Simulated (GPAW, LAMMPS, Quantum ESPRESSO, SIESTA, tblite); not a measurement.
# Amorphous Si0.8Ge0.2 (141 atoms): other programs against plane waves

One geometry of amorphous Si0.8Ge0.2 (141 atoms) is solved by several programs and methods. How far do their forces lie from a plane-wave PBE run?

Results are calculated, not measured.

**1. The structure**

The cell holds 141 atoms (113 Si and 28 Ge), with edges of 14.38, 14.38 and 14.38 Å. Recipe: 141 atoms (113 Si, 28 Ge) placed at random at 2.91 g/cm³, melted at 3500 K for 10 ps at fixed volume with the Tersoff potential (Tersoff, Phys. Rev. B 39, 5566 (1989)). Quenched from 3500 K to 300 K at 10 K/ps and fixed volume, held 5 ps, then minimised at fixed cell. The density is 2.91 g/cm³.

**2. The reference input**

Quantum ESPRESSO 7.5: Kohn-Sham DFT, PBE, SSSP efficiency 1.3.0 pseudopotentials, plane waves. Its input, pw.in:

```
&control
  calculation = 'scf'
  pseudo_dir = './pseudo'
  outdir = './tmp'
  disk_io = 'none'
  tprnfor = .true.
  tstress = .true.
/
&system
  ibrav = 0
  nat = 141
  ntyp = 2
  ecutwfc = 45
  ecutrho = 360
  nosym = .true.
  occupations = 'smearing'
  smearing = 'fd'
  degauss = 0.003675
/
&electrons
  conv_thr = 7.1e-07
  electron_maxstep = 100
  mixing_beta = 0.2
  mixing_mode = 'local-TF'
  diagonalization = 'david'
/
ATOMIC_SPECIES
Si 28.085 Si.upf
Ge 72.630 Ge.upf
CELL_PARAMETERS angstrom
14.37980 0.00000 0.00000
0.00000 14.37980 0.00000
0.00000 0.00000 14.37980
ATOMIC_POSITIONS crystal
Si 0.18429 0.82339 0.00361
Si 0.55749 0.13758 0.33293
Si 0.21653 0.81822 0.30681
Si 0.36950 0.47822 0.49956
[... 135 atom lines left out ...]
Ge 0.70689 0.23593 0.83955
Ge 0.55409 0.44968 0.16031
K_POINTS gamma
```

```console
$ OMP_NUM_THREADS=1 mpirun -np 4 pw.x -in pw.in > output.txt
```

It took 15 min on 4 MPI ranks of Arm Neoverse V1, shared host; peak memory 12 GiB.

It converged with an r.m.s. force component of 0.21 eV/Å and a pressure of -0.96 GPa.

**3. The other programs**

- GPAW 26.7.0: PAW with atomic orbitals (LCAO), plane waves or a real-space grid of spacing h.
- Quantum ESPRESSO 7.5: plane waves; labels (QE) give functional, pseudopotential set and cutoffs of waves/density.
- SIESTA 5.4.2: numerical atomic orbitals, whose automatically made sets are far from complete, with PseudoDojo norm-conserving potentials that we converted to its format (checked against plane waves on the same files for H, C, O, Si, Ge and Ca alone); labels give functional, basis size, energy shift and mesh cutoff.
- tblite 0.8.0: extended tight binding, driven from Python.

All use the same cell and atoms, and the electronic-structure runs the same k-mesh.

**4. All runs compared**

Differences are against the reference: forces as r.m.s. over components, share as that over the reference's r.m.s. force, slope as the fitted ratio of a run's forces to the reference's.

```csv
run,"Δ force, r.m.s. (meV/Å)",share (%),slope,Δ pressure (GPa),cores,CPU time,memory (GiB)
reference,-,-,-,-,4,59 min,12
"GPAW PBE, LCAO dzp, h 0.2 Å",32.1,15.1,1.042,-,2,18 min,3.3
"GPAW PBE, LCAO dzp, h 0.2 Å, other mixer settings",32.1,15.1,1.043,-,4,22 min,4.3
"GPAW PBE, LCAO dzp, h 0.25 Å (coarse)",38.3,18.0,1.046,-,2,11 min,2.1
"GPAW PBE, plane waves 350 eV",15.3,7.20,1.015,0.396,4,28 min,3.4
"GPAW revPBE, LCAO dzp, h 0.2 Å",40.0,18.8,1.056,-,2,18 min,3.3
"QE PBE, gbrv-1.5, 40/200 Ry",2.33,1.09,1.003,-0.02,4,45 min,6.1
"QE PBE, sssp-1.3.0-efficiency, 45/360 Ry, rmm-davidson",0.947,0.446,1.000,3.0e-4,4,57 min,12
"SIESTA PBE, DZP, shift 0.01 Ry, mesh 300 Ry",66.3,31.2,1.065,0.583,4,16 min,3.2
"SIESTA PBE, DZP, shift 0.01 Ry, mesh 700 Ry",66.5,31.3,1.066,0.566,4,52 min,9.3
"SIESTA PBE, SZP, shift 0.01 Ry, mesh 300 Ry (coarse)",165,77.6,1.051,4.37,2,10 min,2.4
"SIESTA PBE, TZP, shift 0.01 Ry, mesh 300 Ry",58.9,27.7,1.044,0.571,4,24 min,4.0
"SIESTA VV10, PBE potentials, DZP, shift 0.01 Ry, mesh 300 Ry",85.7,40.3,1.084,1.73,4,34 min,4.6
tblite GFN1-xTB,185,87.2,0.694,5.74,1,35 s,0.3
```

Rows marked coarse were listed beforehand as settings not expected to be converged; some can still land near the reference.

CPU time is summed over cores on shared hosts, so it is rough.

**5. What came out**

Forces lie from 0.45 % (QE PBE, sssp-1.3.0-efficiency, 45/360 Ry, rmm-davidson) to 87 % (tblite GFN1-xTB) of the reference's r.m.s. force of 0.21 eV/Å away from it. Other PBE runs on plane waves or a grid: GPAW PBE, plane waves 350 eV 7.2 %, QE PBE, gbrv-1.5, 40/200 Ry 1.1 % and QE PBE, sssp-1.3.0-efficiency, 45/360 Ry, rmm-davidson 0.45 % of the r.m.s. force; the reference has errors of its own, so differences under a few per cent don't tell which side is nearer the exact PBE result. With the reference's own potentials and cutoffs, another solver or threshold moves forces by 0.45 % (QE PBE, sssp-1.3.0-efficiency, 45/360 Ry, rmm-davidson). The PBE runs in local orbitals, coarse settings apart, differ by 15 % (GPAW PBE, LCAO dzp, h 0.2 Å, other mixer settings) to 31 % (SIESTA PBE, DZP, shift 0.01 Ry, mesh 700 Ry); basis, grid and potentials can all enter.

Tight binding differs by 87 % (tblite GFN1-xTB); it is another model, with fitted parameters of its own, and the xTB methods hold dispersion. Rows with another functional or a dispersion term differ by 19 % (GPAW revPBE, LCAO dzp, h 0.2 Å) to 40 % (SIESTA VV10, PBE potentials, DZP, shift 0.01 Ry, mesh 300 Ry), which mixes the change of model with differences of basis and potentials, some of them made for another functional. Runs with settings chosen to be coarse differ by 18 % (GPAW PBE, LCAO dzp, h 0.25 Å) to 78 % (SIESTA PBE, SZP, shift 0.01 Ry, mesh 300 Ry), their programs' other errors included. From GPAW PBE, LCAO dzp, h 0.25 Å to the finer GPAW PBE, LCAO dzp, h 0.2 Å, other mixer settings the share falls from 18 to 15 %. From SIESTA PBE, DZP, shift 0.01 Ry, mesh 300 Ry to the finer SIESTA PBE, DZP, shift 0.01 Ry, mesh 700 Ry the share goes from 31.2 to 31.3 %, so the grid isn't what parts these runs from the reference. Pressures at PBE, coarse settings apart, lie -0.02 to +0.58 GPa from the reference's.

Caveats: Periodic xTB results under one method name differ between programs and library versions. The potentials hold different valence shells: 844 electrons in the reference, 564 in GPAW; this bears on time and differences. GPAW's setups keep the filled d shell of Ge in the core. The reference's pressure holds the uncorrected Pulay stress of its 45 Ry basis, so small pressure differences may be the reference's own error. The quench rate of 10 K/ps is many orders above laboratory rates, so the cell is likely richer in defects and strain than a real sample. The network of bonds at the start is that of the classical potential that made the cell, and needn't be the one that DFT or experiment would give. The electronic-structure runs sample only Γ, in a cell whose shortest periodic width is 14 Å, which is coarse for a cell with partly filled levels. Spin–orbit coupling is left out. Where levels are smeared, the DFT runs use Fermi–Dirac occupations at 580 K (0.05 eV), and energies are free energies. The reference's cutoffs and mesh weren't converged further here.

[Logs are printed without paths, hosts, clocks, repeated set-up lines and the standing remarks that a program may print on its own settings, such as how far it seeks lower states.]

[Hosts, paths, dates, database ids (printed as entryN), source tags and the programs' standing remarks are cut or masked in the printed files.]

[Cells were taken only where this reference lay near another plane-wave run.]
